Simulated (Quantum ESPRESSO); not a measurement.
# Moments of VBr3 from a parallel start, part 2 of 2

Wanted: the size of the moments of VBr3 in the parallel state.

Quantum ESPRESSO 7.5; PBEsol with U = 3.2 eV on V d (ortho-atomic projectors); plane waves with GBRV 1.5 PBEsol potentials, no spin-orbit coupling.

So far, absolute magnetization (μB): step 2 (run 1 (ferro ++)) 5.94.

**3. Start 2: ferro ++**

Contents of pw.in:

```
&CONTROL
  calculation = 'scf'
  prefix = 'pwscf'
  outdir = './tmp'
  pseudo_dir = './pseudo'
  disk_io = 'nowf'
/
&SYSTEM
  ibrav = 0
  celldm(1) = 8
  nat = 8
  ntyp = 2
  ecutwfc = 40
  ecutrho = 280
  nbnd = 48
  occupations = 'smearing'
  smearing = 'fd'
  degauss = 0.00734986
  nspin = 2
  starting_magnetization(1) = 0.1538
  starting_magnetization(2) = 0
/
&ELECTRONS
  conv_thr = 1.6d-08
  electron_maxstep = 150
  mixing_beta = 0.3
/
ATOMIC_SPECIES
V      50.9415 v_pbesol_v1.4.uspp.F.UPF
Br     79.9040 br_pbesol_v1.4.uspp.F.UPF
CELL_PARAMETERS alat
   2.3486186182634    0.0000000000000    0.0000000000000
  -1.1743093091435    2.0339633872145    0.0000000000000
   0.0000000000000    0.0000000000000    0.7945105464435
ATOMIC_POSITIONS crystal
V       0.6666666700    0.3333333300    0.2500000000
V       0.3333333300    0.6666666700    0.7500000000
Br      0.4419500000    0.2209750000    0.7500000000
Br      0.7790250000    0.2209750000    0.7500000000
Br      0.7790250000    0.5580500000    0.7500000000
Br      0.5580500000    0.7790250000    0.2500000000
Br      0.2209750000    0.7790250000    0.2500000000
Br      0.2209750000    0.4419500000    0.2500000000
K_POINTS automatic
4 4 10 0 0 0
HUBBARD {ortho-atomic}
U V-3d 3.2000
```

Launch:

```
OMP_NUM_THREADS=1 mpirun -n 4 pw.x -nk 4 -in pw.in > pw.out
```

What it wrote:

```text
[banner, memory and clock lines left out]
Program PWSCF v.7.5 starts

     Message from routine setup:
     using ibrav=0 with symmetry is DISCOURAGED, use correct ibrav instead

     bravais-lattice index     =            0
     lattice parameter (alat)  =       8.0000  a.u.
     unit-cell volume          =    1943.2347 (a.u.)^3
     number of atoms/cell      =            8
     number of atomic types    =            2
     number of electrons       =        68.00
     number of Kohn-Sham states=           48
     kinetic-energy cutoff     =      40.0000  Ry
     charge density cutoff     =     280.0000  Ry
     scf convergence threshold =      1.6E-08
     mixing beta               =       0.3000
     number of iterations used =            8  plain     mixing
     Exchange-correlation= SLA  PW   PSX  PSC
                           (   1   4  10   8   0   0   0)
     Hubbard projectors: ortho-atomic
     Hubbard parameters of DFT+U (Dudarev formulation) in eV:
     U(V-3d) =  3.2000

     Internal variables: lda_plus_u =T, lda_plus_u_kind = 0

     Internal variables: orbital_resolved =F, hub_pot_fix =F, apply_U = F

     celldm(1)=   8.000000  celldm(2)=   0.000000  celldm(3)=   0.000000
     celldm(4)=   0.000000  celldm(5)=   0.000000  celldm(6)=   0.000000

     crystal axes: (cart. coord. in units of alat)
               a(1) = (   2.348619   0.000000   0.000000 )
               a(2) = (  -1.174309   2.033963   0.000000 )
               a(3) = (   0.000000   0.000000   0.794511 )

     reciprocal axes: (cart. coord. in units 2 pi/alat)
               b(1) = (  0.425782  0.245825 -0.000000 )
               b(2) = (  0.000000  0.491651  0.000000 )
               b(3) = (  0.000000 -0.000000  1.258637 )

     PseudoPot. # 1 for V  read from file:
     v_pbesol_v1.4.uspp.F.UPF
     Pseudo is Ultrasoft + core correction, Zval = 13.0

     PseudoPot. # 2 for Br read from file:
     br_pbesol_v1.4.uspp.F.UPF
     Pseudo is Ultrasoft + core correction, Zval =  7.0

     atomic species   valence    mass     pseudopotential
     V                13.00    50.94150     V ( 1.00)
     Br                7.00    79.90400     Br( 1.00)

     Starting magnetic structure
     atomic species   magnetization
     V               0.154
     Br              0.000

     24 Sym. Ops., with inversion, found (12 have fractional translation)

   Cartesian axes

     site n.     atom                  positions (alat units)
         1        V      tau(   1) = (   1.1743093   0.6779878   0.1986276  )
         2        V      tau(   2) = (  -0.0000000   1.3559756   0.5958829  )
         3        Br     tau(   3) = (   0.7784790   0.4494551   0.5958829  )
         4        Br     tau(   4) = (   1.5701396   0.4494551   0.5958829  )
         5        Br     tau(   5) = (   1.1743093   1.1350533   0.5958829  )
         6        Br     tau(   6) = (   0.3958303   1.5845083   0.1986276  )
         7        Br     tau(   7) = (  -0.3958303   1.5845083   0.1986276  )
         8        Br     tau(   8) = (  -0.0000000   0.8989101   0.1986276  )

     number of k points=    24  Fermi-Dirac smearing, width (Ry)=  0.0073
                       cart. coord. in units 2pi/alat
        k(    1) = (   0.0000000   0.0000000   0.0000000), wk =   0.0062500
        k(    2) = (   0.0000000   0.0000000   0.1258637), wk =   0.0125000
        k(    3) = (   0.0000000   0.0000000   0.2517273), wk =   0.0125000
        k(    4) = (   0.0000000   0.0000000   0.3775910), wk =   0.0125000
        k(    5) = (   0.0000000   0.0000000   0.5034546), wk =   0.0125000
        [... 19 further k-points ...]

     Dense  grid:   153717 G-vectors     FFT dimensions: ( 108, 108,  36)

     Smooth grid:    66433 G-vectors     FFT dimensions: (  75,  75,  30)

     Check: negative core charge=   -0.000002
     Generating pointlists ...
     new r_m :   0.2498 (alat units)  1.9984 (a.u.) for type    1
     new r_m :   0.2498 (alat units)  1.9984 (a.u.) for type    2

     Initial potential from superposition of free atoms

     starting charge      67.9976, renormalised to      68.0000

     negative rho (up, down):  1.042E-03 7.619E-04

     STARTING HUBBARD OCCUPATIONS:

     =================== HUBBARD OCCUPATIONS ===================
     ------------------------ ATOM    1 ------------------------
     Tr[ns(  1)] (up, down, total) =   3.00000  0.00000  3.00000
     Atomic magnetic moment for atom   1 =   3.00000
     [... lines left out ...]
     ------------------------ ATOM    2 ------------------------
     Tr[ns(  2)] (up, down, total) =   3.00000  0.00000  3.00000
     Atomic magnetic moment for atom   2 =   3.00000
     [... lines left out ...]
     Number of occupied Hubbard levels =    6.0000

     Atomic wfc used for Hubbard projectors are orthogonalized

     Starting wfcs are   44 randomized atomic wfcs +    4 random wfcs

     Self-consistent Calculation

     iteration #  1     ecut=    40.00 Ry     beta= 0.30
     Davidson diagonalization with overlap
     ethr =  1.00E-02,  avg # of iterations =  6.6

     =================== HUBBARD OCCUPATIONS ===================
     ------------------------ ATOM    1 ------------------------
     Tr[ns(  1)] (up, down, total) =   3.03423  0.52052  3.55475
     Atomic magnetic moment for atom   1 =   2.51372
     [... lines left out ...]
     ------------------------ ATOM    2 ------------------------
     Tr[ns(  2)] (up, down, total) =   3.03423  0.52052  3.55475
     Atomic magnetic moment for atom   2 =   2.51372
     [... lines left out ...]
     Number of occupied Hubbard levels =    7.1095

     Threshold (ethr) on eigenvalues was too large:
     Diagonalizing with lowered threshold

     Davidson diagonalization with overlap
     ethr =  1.17E-04,  avg # of iterations = 13.1

     negative rho (up, down):  6.613E-04 1.181E-03

     total energy              =    -533.07860214 Ry
     estimated scf accuracy    <       0.10834322 Ry

     total magnetization       =     4.00 Bohr mag/cell
     absolute magnetization    =     5.92 Bohr mag/cell

     iteration #  2     ecut=    40.00 Ry     beta= 0.30
     Davidson diagonalization with overlap
     ethr =  1.59E-04,  avg # of iterations =  1.8

     negative rho (up, down):  2.035E-04 1.692E-03

     total energy              =    -533.10748996 Ry
     estimated scf accuracy    <       0.04729608 Ry

     total magnetization       =     4.00 Bohr mag/cell
     absolute magnetization    =     5.59 Bohr mag/cell

     [... further iterations left out ...]

     iteration # 17     ecut=    40.00 Ry     beta= 0.30
     Davidson diagonalization with overlap
     ethr =  5.54E-11,  avg # of iterations =  4.7

     negative rho (up, down):  0.000E+00 3.474E-03

     total energy              =    -533.12648564 Ry
     estimated scf accuracy    <       0.00000003 Ry

     total magnetization       =     4.00 Bohr mag/cell
     absolute magnetization    =     5.94 Bohr mag/cell

     iteration # 18     ecut=    40.00 Ry     beta= 0.30
     Davidson diagonalization with overlap
     ethr =  4.50E-11,  avg # of iterations =  1.6

     negative rho (up, down):  0.000E+00 3.474E-03

     Magnetic moment per site  (integrated on atomic sphere of radius R)
     atom   1 (R=0.250)  charge= 10.9616  magn=  2.1141
     atom   2 (R=0.250)  charge= 10.9616  magn=  2.1141
     atom   3 (R=0.250)  charge=  4.8882  magn= -0.1243
     atom   4 (R=0.250)  charge=  4.8882  magn= -0.1243
     atom   5 (R=0.250)  charge=  4.8882  magn= -0.1243
     atom   6 (R=0.250)  charge=  4.8882  magn= -0.1243
     atom   7 (R=0.250)  charge=  4.8882  magn= -0.1243
     atom   8 (R=0.250)  charge=  4.8882  magn= -0.1243

     End of self-consistent calculation

     =================== HUBBARD OCCUPATIONS ===================
     ------------------------ ATOM    1 ------------------------
     Tr[ns(  1)] (up, down, total) =   3.01500  0.55681  3.57182
     Atomic magnetic moment for atom   1 =   2.45819
     [... lines left out ...]
     ------------------------ ATOM    2 ------------------------
     Tr[ns(  2)] (up, down, total) =   3.01500  0.55681  3.57182
     Atomic magnetic moment for atom   2 =   2.45819
     [... lines left out ...]
     Number of occupied Hubbard levels =    7.1436

     [... lines left out ...]
     the Fermi energy is     1.9630 ev

!    total energy              =    -533.12648563 Ry
     estimated scf accuracy    <       0.00000001 Ry
     smearing contrib. (-TS)   =      -0.01102745 Ry
     internal energy E=F+TS    =    -533.11545818 Ry

     The total energy is F=E-TS. E is the sum of the following terms:
     one-electron contribution =    -437.23018271 Ry
     hartree contribution      =     233.04870612 Ry
     xc contribution           =    -156.88697284 Ry
     ewald contribution        =    -172.35967052 Ry
     Hubbard energy            =       0.31266176 Ry

     total magnetization       =     4.00 Bohr mag/cell
     absolute magnetization    =     5.94 Bohr mag/cell

     convergence has been achieved in  18 iterations
```

Wall time 5.9 min (4 MPI ranks of Intel Xeon at 2.70GHz, shared host); peak memory 1.5 GiB; 24 min of CPU time.

Spin moment in the atom's sphere by atom:

| atom | spin moment in the atom's sphere (μB) |
| --- | --- |
| V1 | 2.11 |
| V2 | 2.11 |
| Br3 | -0.12 |
| Br4 | -0.12 |
| Br5 | -0.12 |
| Br6 | -0.12 |
| Br7 | -0.12 |
| Br8 | -0.12 |

This step gave:

* smearing term TS: 0.1500 eV
* magnetization: 4 μB
* absolute magnetization: 5.943 μB
* final state: ferromagnetic

**4. Ranking**

An order is kept where moments of 0.15 μB or more survive with the typed signs; meshes match where a doubled cell samples the same k points as the first cell.

Orders:

| start | final state | typed order kept | energy over the lowest (meV a seeded atom) | largest site moment (μB) | net moment (μB a cell of the first run) | mesh matched | CPU time (s) |
| --- | --- | --- | --- | --- | --- | --- | --- |
| ferro ++ | ferromagnetic | yes | 0 | 2.114 | 4 | yes | 1364 |
| ferro ++ | ferromagnetic | yes | 0 | 2.114 | 4 | yes | 1417 |

**5. Occupations of the corrected shells in the lowest state**

Occupations of the Hubbard shells:

| block | type | shell | spin | electrons | occupation numbers |
| --- | --- | --- | --- | --- | --- |
| 1 | V | 3d | up | 3.015 | 0.309 0.309 0.702 0.702 0.993 |
| 1 | V | 3d | down | 0.5568 | 0.047 0.073 0.073 0.182 0.182 |
| 2 | V | 3d | up | 3.015 | 0.309 0.309 0.702 0.702 0.993 |
| 2 | V | 3d | down | 0.5568 | 0.047 0.073 0.073 0.182 0.182 |

**6. Summary of results**

| Item | Value |
| --- | --- |
| state found | ferromagnetic (from ferro ++ and ferro ++) |
| largest site moment | 2.11 μB |

In words: No opposed start was run, so this says nothing of the order that the crystal takes. Energies are free energies at an electronic temperature of 1160 K, which lowers moments and differences where the moments are itinerant. The smearing term is large for its width, so states at the Fermi level are partly filled: at this level the cell is a metal or has a gap of a few widths at most. Degenerate orbitals of a corrected shell are partly filled. Whether a state of lower symmetry lies under this one was not tested; under a U it often does.

[Logs and program files are shortened in this print: banners, set-up blocks, solver, clock and traceback lines can be left out without a mark of their own.]

[Logs are printed without paths, hosts, clocks, repeated set-up lines and the standing remarks that a program may print on its own settings, such as how far it seeks lower states.]

[Hosts, paths, dates, database ids (printed as entryN), source tags and the programs' standing remarks are cut or masked in the printed files.]

[Where a cell is said to come from a database of computed structures, the database is the Materials Project.]
